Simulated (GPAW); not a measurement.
# Na/Al(110): work function by functional and basis

How far do functional and basis move the work function of Na/Al(110)?

Program: GPAW 26.7.0. Level of theory: GPAW, PAW setups; slab in vacuum, relaxation, in the first sound run; inputs show where later runs differ. Results are calculated unless marked as measured.

Most raw output is cut from this account.

## (1) The starting structure

The cell holds 6 atoms: 5 Al and 1 Na. Its edges and angles: a = 4.050 Å, b = 2.864 Å, c = 25.439 Å, α = 90.0°, β = 90.0°, γ = 90.0°. Vacuum lies along c.

Structure file:

```cif
data_structure
_symmetry_space_group_name_H-M 'P 1'
_symmetry_Int_Tables_number 1
_cell_length_a 4.0500
_cell_length_b 2.8638
_cell_length_c 25.4394
_cell_angle_alpha 90.000
_cell_angle_beta 90.000
_cell_angle_gamma 90.000
_cell_volume 295.05
loop_
_atom_site_label
_atom_site_type_symbol
_atom_site_fract_x
_atom_site_fract_y
_atom_site_fract_z
_atom_site_occupancy
Al1 Al 0.00000 0.00000 0.35378 1
Al2 Al 0.50000 0.50000 0.41007 1
Al3 Al 0.00000 0.00000 0.46636 1
Al4 Al 0.50000 0.50000 0.52264 1
Al5 Al 0.00000 0.00000 0.57893 1
Na6 Na 0.50000 0.50000 0.64622 1
```

## (2) Relaxation

The atoms are relaxed first, since the surface dipole, and with it the work function, follows the positions of the outer layers. The lowest 3 atoms are held at bulk positions and keep their forces.

run.py

```python
import json
import numpy as np
from ase import Atoms
from ase.constraints import FixAtoms
from ase.optimize import BFGS
from gpaw import GPAW, PW

slab = Atoms(
    ['Al', 'Al', 'Al', 'Al', 'Al', 'Na'],
    positions=[
        [0.00000, 0.00000, 9.00000],
        [2.02500, 1.43189, 10.43189],
        [0.00000, 0.00000, 11.86378],
        [2.02500, 1.43189, 13.29567],
        [0.00000, 0.00000, 14.72756],
        [2.02500, 1.43189, 16.43936]],
    cell=[[4.05, 0.0, 0.0], [0.0, 2.86378, 0.0], [0.0, 0.0, 25.43936]],
    pbc=[True, True, False])

slab.calc = GPAW(mode=PW(400), xc='PBE', kpts={'size': (8, 11, 1), 'gamma': True},
                 occupations={'name': 'fermi-dirac', 'width': 0.1}, nbands='200%',
                 convergence={'density': 1e-05}, maxiter=200,
                 poissonsolver={'dipolelayer': 'xy'},
                 symmetry={'tolerance': 1e-3, 'extra_ids': [1, 1, 1, 0, 0, 0]}, txt='slab.txt')
result = {}
slab.set_constraint(FixAtoms([0, 1, 2]))
path = []
opt = BFGS(slab, maxstep=0.2)
opt.attach(lambda: path.append((slab.get_potential_energy(), slab.positions.tolist(), slab.get_forces().tolist())))
result['relaxed'] = bool(opt.run(fmax=0.03, steps=40))
result['path'] = path
energy = slab.get_potential_energy()
fermi = slab.calc.get_fermi_level()
v = slab.calc.get_electrostatic_potential().mean((0, 1)) - fermi
n = slab.calc.get_pseudo_density().mean((0, 1))
L = slab.cell[2, 2]
z = np.arange(len(v)) * L / len(v)
low, high = slab.positions[:, 2].min(), slab.positions[:, 2].max()
below, above = np.interp([low - 6.8, high + 6.8], z, v)
slopes = [np.interp(x, z, np.gradient(v, z)) for x in (low - 6.8, high + 6.8)]
eps = np.array([[slab.calc.get_eigenvalues(k, s) for k in range(len(slab.calc.get_ibz_k_points()))]
                for s in range(slab.calc.get_number_of_spins())]) - fermi
top, bottom = eps[eps < 0].max(), eps[eps > 0].min()
dipole = slab.get_dipole_moment()[2]
print(f'energy {energy:.4f} eV, Fermi level {fermi:.4f} eV, dipole {dipole:.5f} e A')
print(f'potential 6.8 A off the faces, from the Fermi level: lower {below:.4f} eV, upper {above:.4f} eV')
print(f'slope of the potential there: lower {slopes[0]:.5f}, upper {slopes[1]:.5f} eV/A')
print(f'nearest levels on the mesh: {top:.4f} and {bottom:.4f} eV')
print('magnetic moment', round(slab.get_magnetic_moment(), 3))
result.update(energy=energy, fermi=fermi, dipole=dipole, below=below, above=above, slopes=slopes, edges=[top, bottom],
              z=z.tolist(), v=v.tolist(), n=n.tolist(), positions=slab.positions.tolist(),
              forces=slab.get_forces(apply_constraint=False).tolist(), moments=slab.get_magnetic_moments().tolist())
json.dump(result, open('result.json', 'w'))
```

Started as:

```
> OMP_NUM_THREADS=1 OPENBLAS_NUM_THREADS=1 python run.py
```

The job ended after 7.7 min (1 thread of Intel Xeon Platinum 8488C (Sapphire Rapids), shared host; peak memory 0.28 GiB).

The steps of the relaxation:

```csv
step,energy less that of the first step (eV),largest force (eV/Å)
1,0.0000,0.6022
2,-0.0087,0.5608
3,-0.0750,0.1371
4,-0.0756,0.1292
5,-0.0813,0.1240
6,-0.0825,0.0914
7,-0.0828,0.1156
8,-0.0831,0.1209
9,-0.0837,0.1155
10,-0.0845,0.0891
11,-0.0852,0.0563
12,-0.0854,0.0255
```

The atoms that moved most (Å):

```csv
atom,dx,dy,dz,length
Na6,0.000,0.000,0.280,0.280
Al5,0.000,0.000,-0.072,0.072
```

Final coordinates:

```xyz
6
Lattice="4.0500 0.0000 0.0000 0.0000 2.8638 0.0000 0.0000 0.0000 25.4394" Properties=species:S:1:pos:R:3
Al    0.0000    0.0000    9.0000
Al    2.0250    1.4319   10.4319
Al    0.0000    0.0000   11.8638
Al    2.0250    1.4319   13.2935
Al    0.0000    0.0000   14.6555
Na    2.0250    1.4319   16.7194
```

This step gave:

```
dipole along the normal                    : 0.07573 e·Å
levels nearest the Fermi level on the mesh : -0.02736, 0.02275 eV from the Fermi level
upper work function                        : 2.852 eV
lower work function                        : 4.034 eV
```

The electrostatic potential energy of an electron (without an applied field's), less the Fermi level, planar mean oscillates, so the rows of the table below give means over windows of 1 Å about each position, cut where the curve ends. Its maxima inside the range that stand out by 2 % of the span (Å: eV): 2.4: 4.03, 9.8: -5.01, 11.1: -4.99, 12.6: -5.02, 14.0: -5.61, 15.8: 0.0987. Its minima: 9.0: -8.93, 10.4: -9.29, 11.9: -9.34, 13.2: -9.39, 14.6: -9.10, 16.7: -3.78.

The electrostatic potential energy of an electron (without an applied field's), less the Fermi level, planar mean by z; means over each step:

```csv
z (Å),"electrostatic potential energy of an electron (without an applied field's), less the Fermi level, planar mean (eV)"
0,3.81
1,4.03
2,4.03
3,4.03
4,4.03
5,4.03
6,4.01
7,3.71
8,0.858
9,-7.13
10,-6.83
11,-6.44
12,-7.70
13,-7.35
14,-6.84
15,-5.52
16,-0.825
17,-2.44
18,1.30
19,2.52
20,2.79
21,2.84
22,2.85
23,2.85
24,2.85
25,2.92
```

The pseudo valence density, planar mean oscillates, so the rows of the table below give means over windows of 1 Å about each position, cut where the curve ends. Its maxima inside the range that stand out by 2 % of the span (Å: e/Å³): 9.8: 0.200, 11.2: 0.201, 12.5: 0.203, 14.0: 0.208, 16.7: 0.750. Its minima: 10.4: 0.150, 11.9: 0.148, 13.4: 0.155, 15.9: 0.0952.

The pseudo valence density, planar mean by z; means over each step:

```csv
z (Å),"pseudo valence density, planar mean (e/Å³)"
4,7.1e-6
5,8.1e-5
6,9.6e-4
7,0.0105
8,0.0684
9,0.137
10,0.182
11,0.187
12,0.174
13,0.181
14,0.190
15,0.131
16,0.194
17,0.414
18,0.0206
19,0.00467
20,9.9e-4
21,1.8e-4
22,3.2e-5
```

The relaxation lowered the energy of the cell by 0.0854 eV (energies extrapolated to zero smearing; the optimiser's log prints free energies). The largest force left on a free atom is 0.026 eV/Å.

## (3) The slab's potential

The work function is the vacuum plateau of the electrostatic potential less the Fermi level; a dipole layer lets the two faces have plateaus of their own.

This step: GPAW, PAW setups; slab in vacuum (GPAW 26.7.0).

Changes to run.py since step 2:

```diff
@@ -3,4 +3,2 @@
 from ase import Atoms
-from ase.constraints import FixAtoms
-from ase.optimize import BFGS
 from gpaw import GPAW, PW
@@ -13,5 +11,5 @@
         [0.00000, 0.00000, 11.86378],
-        [2.02500, 1.43189, 13.29567],
-        [0.00000, 0.00000, 14.72756],
-        [2.02500, 1.43189, 16.43936]],
+        [2.02500, 1.43189, 13.29349],
+        [0.00000, -0.00000, 14.65554],
+        [2.02500, 1.43189, 16.71943]],
     cell=[[4.05, 0.0, 0.0], [0.0, 2.86378, 0.0], [0.0, 0.0, 25.43936]],
@@ -23,10 +21,4 @@
                  poissonsolver={'dipolelayer': 'xy'},
-                 symmetry={'tolerance': 1e-3, 'extra_ids': [1, 1, 1, 0, 0, 0]}, txt='slab.txt')
+                 symmetry={'tolerance': 1e-3}, txt='slab.txt')
 result = {}
-slab.set_constraint(FixAtoms([0, 1, 2]))
-path = []
-opt = BFGS(slab, maxstep=0.2)
-opt.attach(lambda: path.append((slab.get_potential_energy(), slab.positions.tolist(), slab.get_forces().tolist())))
-result['relaxed'] = bool(opt.run(fmax=0.03, steps=40))
-result['path'] = path
 energy = slab.get_potential_energy()
```

Run time: 53 s. Hardware: 1 thread; peak memory 0.27 GiB.

Numbers from this step:

```
levels nearest the Fermi level on the mesh : -0.02737, 0.02276 eV from the Fermi level
```

The electrostatic potential energy of an electron (without an applied field's), less the Fermi level, planar mean oscillates, so the rows of the table below give means over windows of 1 Å about each position, cut where the curve ends. Its maxima inside the range that stand out by 2 % of the span (Å: eV): 2.6: 4.03, 9.8: -5.01, 11.1: -4.99, 12.6: -5.02, 14.0: -5.61, 15.8: 0.0987. Its minima: 9.0: -8.93, 10.4: -9.29, 11.9: -9.34, 13.2: -9.39, 14.6: -9.10, 16.7: -3.78.

Table of electrostatic potential energy of an electron (without an applied field's), less the Fermi level, planar mean by z; means over each step:

(Unchanged from step 2.)

The pseudo valence density, planar mean oscillates, so the rows of the table below give means over windows of 1 Å about each position, cut where the curve ends. Its maxima inside the range that stand out by 2 % of the span (Å: e/Å³): 9.8: 0.200, 11.2: 0.201, 12.5: 0.203, 14.0: 0.208, 16.7: 0.750. Its minima: 10.4: 0.150, 11.9: 0.148, 13.4: 0.155, 15.9: 0.0952.

The pseudo valence density, planar mean by z; means over each step:

```csv
z (Å),"pseudo valence density, planar mean (e/Å³)"
4,7.1e-6
5,8.1e-5
6,9.6e-4
7,0.0105
8,0.0684
9,0.137
10,0.182
11,0.187
12,0.174
13,0.181
14,0.190
15,0.131
16,0.194
17,0.414
18,0.0206
19,0.00467
20,9.9e-4
21,1.8e-4
22,3.2e-5
```

Force by atom:

```csv
atom,x (eV/Å),y (eV/Å),z (eV/Å),size
Al1,0.000,0.000,0.247,0.247
Al2,0.000,0.000,-0.081,0.081
Al3,0.000,0.000,-0.154,0.154
Al4,0.000,0.000,0.006,0.006
Al5,0.000,0.000,-0.025,0.025
Na6,0.000,0.000,0.007,0.007
```

The potential is flat to 2.1e-4 eV/Å where it is read, so the vacuum is wide enough.

## (4) Self-consistent run: xc = "revPBE"

The same geometry under revPBE, to see how far the functional moves the levels against the vacuum.

Changes to run.py since step 3:

```diff
@@ -17,3 +17,3 @@
 
-slab.calc = GPAW(mode=PW(400), xc='PBE', kpts={'size': (8, 11, 1), 'gamma': True},
+slab.calc = GPAW(mode=PW(400), xc='revPBE', kpts={'size': (8, 11, 1), 'gamma': True},
                  occupations={'name': 'fermi-dirac', 'width': 0.1}, nbands='200%',
```

Elapsed: 54 s, on 1 thread; peak memory 0.27 GiB.

This step gave:

| Quantity | Value |
| --- | --- |
| dipole along the normal | 0.07570 e·Å |
| levels nearest the Fermi level on the mesh | -0.02801, 0.01813 eV from the Fermi level |
| upper work function | 2.782 eV |
| lower work function | 3.964 eV |

The electrostatic potential energy of an electron (without an applied field's), less the Fermi level, planar mean oscillates, so the rows of the table below give means over windows of 1 Å about each position, cut where the curve ends. Its maxima inside the range that stand out by 2 % of the span (Å: eV): 2.4: 3.96, 9.8: -5.09, 11.1: -5.08, 12.6: -5.10, 14.0: -5.70, 15.8: 0.00597. Its minima: 9.0: -9.00, 10.4: -9.36, 11.9: -9.42, 13.2: -9.46, 14.6: -9.18, 16.7: -3.88.

Table of electrostatic potential energy of an electron (without an applied field's), less the Fermi level, planar mean by z; means over each step:

```csv
z (Å),"electrostatic potential energy of an electron (without an applied field's), less the Fermi level, planar mean (eV)"
0,3.74
1,3.96
2,3.96
3,3.96
4,3.96
5,3.96
6,3.94
7,3.65
8,0.797
9,-7.20
10,-6.91
11,-6.53
12,-7.78
13,-7.43
14,-6.92
15,-5.61
16,-0.922
17,-2.55
18,1.20
19,2.44
20,2.72
21,2.77
22,2.78
23,2.78
24,2.78
25,2.85
```

The pseudo valence density, planar mean oscillates, so the rows of the table below give means over windows of 1 Å about each position, cut where the curve ends. Its maxima inside the range that stand out by 2 % of the span (Å: e/Å³): 9.8: 0.200, 11.2: 0.201, 12.5: 0.203, 14.0: 0.208, 16.7: 0.751. Its minima: 10.4: 0.150, 11.9: 0.149, 13.4: 0.156, 15.9: 0.0952.

The pseudo valence density, planar mean by z; means over each step:

```csv
z (Å),"pseudo valence density, planar mean (e/Å³)"
4,7.6e-6
5,8.2e-5
6,9.4e-4
7,0.0104
8,0.0686
9,0.137
10,0.182
11,0.187
12,0.174
13,0.181
14,0.190
15,0.132
16,0.194
17,0.414
18,0.0205
19,0.00478
20,0.00101
21,1.9e-4
22,3.5e-5
```

Force by atom:

```csv
atom,x (eV/Å),y (eV/Å),z (eV/Å),size
Al1,0.000,0.000,0.189,0.189
Al2,0.000,0.000,-0.099,0.099
Al3,0.000,0.000,-0.157,0.157
Al4,0.000,0.000,0.012,0.012
Al5,0.000,0.000,-0.012,0.012
Na6,0.000,0.000,0.068,0.068
```

The upper face's work function is 2.782 eV, against 2.852 eV in the first plane-wave PBE run at this geometry.

## (5) Self-consistent run: xc = "LDA"

The same geometry under LDA, to see how far the functional moves the levels against the vacuum.

Changes to run.py since step 4:

```diff
@@ -17,3 +17,3 @@
 
-slab.calc = GPAW(mode=PW(400), xc='revPBE', kpts={'size': (8, 11, 1), 'gamma': True},
+slab.calc = GPAW(mode=PW(400), xc='LDA', kpts={'size': (8, 11, 1), 'gamma': True},
                  occupations={'name': 'fermi-dirac', 'width': 0.1}, nbands='200%',
```

Run time: 45 s. Hardware: 1 thread; peak memory 0.27 GiB.

This step gave:

```
dipole along the normal                    : 0.07848 e·Å
levels nearest the Fermi level on the mesh : -0.02568, 0.03194 eV from the Fermi level
upper work function                        : 2.965 eV
lower work function                        : 4.190 eV
```

The electrostatic potential energy of an electron (without an applied field's), less the Fermi level, planar mean oscillates, so the rows of the table below give means over windows of 0.5 Å about each position, cut where the curve ends. Its maxima inside the range that stand out by 2 % of the span (Å: eV): 2.65: 4.19, 9.75: -4.80, 11.13: -4.78, 12.61: -4.81, 13.99: -5.40, 15.79: 0.296. Its minima: 9.01: -8.75, 10.39: -9.09, 11.87: -9.15, 13.25: -9.19, 14.63: -8.91, 16.75: -3.58.

The electrostatic potential energy of an electron (without an applied field's), less the Fermi level, planar mean by z; means over each step:

```csv
z (Å),"electrostatic potential energy of an electron (without an applied field's), less the Fermi level, planar mean (eV)"
0.0,3.80
0.5,4.16
1.0,4.19
1.5,4.19
2.0,4.19
2.5,4.19
3.0,4.19
3.5,4.19
4.0,4.19
4.5,4.19
5.0,4.19
5.5,4.18
6.0,4.17
6.5,4.11
7.0,3.92
7.5,3.29
8.0,1.38
8.5,-3.39
9.0,-8.11
9.5,-5.83
10.0,-6.29
10.5,-8.50
11.0,-5.51
11.5,-6.79
12.0,-8.28
12.5,-5.30
13.0,-7.35
13.5,-8.11
14.0,-5.82
14.5,-8.14
15.0,-5.61
15.5,-0.742
16.0,-0.204
16.5,-2.67
17.0,-2.58
17.5,0.0289
18.0,1.56
18.5,2.31
19.0,2.68
19.5,2.84
20.0,2.91
20.5,2.94
21.0,2.96
21.5,2.96
22.0,2.96
22.5,2.96
23.0,2.97
23.5,2.97
24.0,2.97
24.5,2.97
25.0,3.03
```

The upper face's work function is 2.965 eV, against 2.852 eV in the first plane-wave PBE run at this geometry.

## (6) Self-consistent run: xc = "RPBE"

The same geometry under RPBE, to see how far the functional moves the levels against the vacuum.

Changes to run.py since step 5:

```diff
@@ -17,3 +17,3 @@
 
-slab.calc = GPAW(mode=PW(400), xc='LDA', kpts={'size': (8, 11, 1), 'gamma': True},
+slab.calc = GPAW(mode=PW(400), xc='RPBE', kpts={'size': (8, 11, 1), 'gamma': True},
                  occupations={'name': 'fermi-dirac', 'width': 0.1}, nbands='200%',
```

Run time: 52 s. Hardware: 1 thread; peak memory 0.27 GiB.

This step gave:

- dipole along the normal: 0.07559 e·Å
- levels nearest the Fermi level on the mesh: -0.02798, 0.01675 eV from the Fermi level
- upper work function: 2.784 eV
- lower work function: 3.964 eV

The electrostatic potential energy of an electron (without an applied field's), less the Fermi level, planar mean oscillates, so the rows of the table below give means over windows of 1 Å about each position, cut where the curve ends. Its maxima inside the range that stand out by 2 % of the span (Å: eV): 2.4: 3.96, 9.8: -5.11, 11.1: -5.10, 12.6: -5.13, 14.0: -5.72, 15.8: -0.00904. Its minima: 9.0: -9.02, 10.4: -9.38, 11.9: -9.44, 13.2: -9.48, 14.6: -9.20, 16.7: -3.89.

Electrostatic potential energy of an electron (without an applied field's), less the Fermi level, planar mean against z; means over each step:

```csv
z (Å),"electrostatic potential energy of an electron (without an applied field's), less the Fermi level, planar mean (eV)"
0,3.74
1,3.96
2,3.96
3,3.96
4,3.96
5,3.96
6,3.93
7,3.64
8,0.782
9,-7.22
10,-6.93
11,-6.55
12,-7.80
13,-7.45
14,-6.94
15,-5.62
16,-0.936
17,-2.56
18,1.20
19,2.44
20,2.72
21,2.77
22,2.78
23,2.78
24,2.78
25,2.85
```

The upper face's work function is 2.784 eV, against 2.852 eV in the first plane-wave PBE run at this geometry.

## (7) Self-consistent run: xc = "vdW-DF2"

The same geometry under vdW-DF2, to see how far the functional moves the levels against the vacuum (the van der Waals functionals take revPBE setups).

Changes to run.py since step 6:

```diff
@@ -17,3 +17,3 @@
 
-slab.calc = GPAW(mode=PW(400), xc='RPBE', kpts={'size': (8, 11, 1), 'gamma': True},
+slab.calc = GPAW(mode=PW(400), xc='vdW-DF2', kpts={'size': (8, 11, 1), 'gamma': True},
                  occupations={'name': 'fermi-dirac', 'width': 0.1}, nbands='200%',
```

It took 86 s on 1 thread; peak memory 0.44 GiB.

This step gave:

| Quantity | Value |
| --- | --- |
| dipole along the normal | 0.06975 e·Å |
| levels nearest the Fermi level on the mesh | -0.009660, 0.06625 eV from the Fermi level |
| upper work function | 3.174 eV |
| lower work function | 4.264 eV |

The upper face's work function is 3.174 eV, against 2.852 eV in the first plane-wave PBE run at this geometry.

## (8) OptPBE vdW: xc = "optPBE-vdW"

The same geometry under optPBE-vdW, to see how far the functional moves the levels against the vacuum (the van der Waals functionals take revPBE setups).

Changes to run.py since step 7:

```diff
@@ -17,3 +17,3 @@
 
-slab.calc = GPAW(mode=PW(400), xc='vdW-DF2', kpts={'size': (8, 11, 1), 'gamma': True},
+slab.calc = GPAW(mode=PW(400), xc='optPBE-vdW', kpts={'size': (8, 11, 1), 'gamma': True},
                  occupations={'name': 'fermi-dirac', 'width': 0.1}, nbands='200%',
```

Elapsed: 62 s, on 1 thread; peak memory 0.44 GiB.

This step gave:

```yaml
dipole_along_the_normal: 0.07420 e·Å
levels_nearest_the_fermi_level_on_the_mesh: -0.02137, 0.003073 eV from the Fermi level
upper_work_function: 3.026 eV
lower_work_function: 4.184 eV
```

The electrostatic potential energy of an electron (without an applied field's), less the Fermi level, planar mean oscillates, so the rows of the table below give means over windows of 0.5 Å about each position, cut where the curve ends. Its maxima inside the range that stand out by 2 % of the span (Å: eV): 2.23: 4.18, 9.75: -5.04, 11.13: -5.03, 12.61: -5.06, 13.99: -5.63, 15.79: 0.0449. Its minima: 9.01: -8.95, 10.39: -9.32, 11.87: -9.38, 13.25: -9.42, 14.63: -9.11, 16.75: -3.80.

Electrostatic potential energy of an electron (without an applied field's), less the Fermi level, planar mean against z; means over each step:

```csv
z (Å),"electrostatic potential energy of an electron (without an applied field's), less the Fermi level, planar mean (eV)"
0.0,3.82
0.5,4.15
1.0,4.18
1.5,4.18
2.0,4.18
2.5,4.18
3.0,4.18
3.5,4.18
4.0,4.18
4.5,4.18
5.0,4.18
5.5,4.17
6.0,4.15
6.5,4.08
7.0,3.86
7.5,3.20
8.0,1.24
8.5,-3.56
9.0,-8.30
9.5,-6.05
10.0,-6.53
10.5,-8.73
11.0,-5.76
11.5,-7.03
12.0,-8.51
12.5,-5.55
13.0,-7.59
13.5,-8.34
14.0,-6.05
14.5,-8.34
15.0,-5.83
15.5,-0.981
16.0,-0.457
16.5,-2.90
17.0,-2.80
17.5,-0.146
18.0,1.44
18.5,2.26
19.0,2.66
19.5,2.86
20.0,2.95
20.5,2.99
21.0,3.01
21.5,3.02
22.0,3.02
22.5,3.02
23.0,3.03
23.5,3.03
24.0,3.03
24.5,3.03
25.0,3.09
```

The upper face's work function is 3.026 eV, against 2.852 eV in the first plane-wave PBE run at this geometry.

(Continued in part 2 of 2.)

[Logs are printed without paths, hosts, clocks, repeated set-up lines and the standing remarks that a program may print on its own settings, such as how far it seeks lower states.]

[Hosts, paths, dates, database ids (printed as entryN), source tags and the programs' standing remarks are cut or masked in the printed files.]
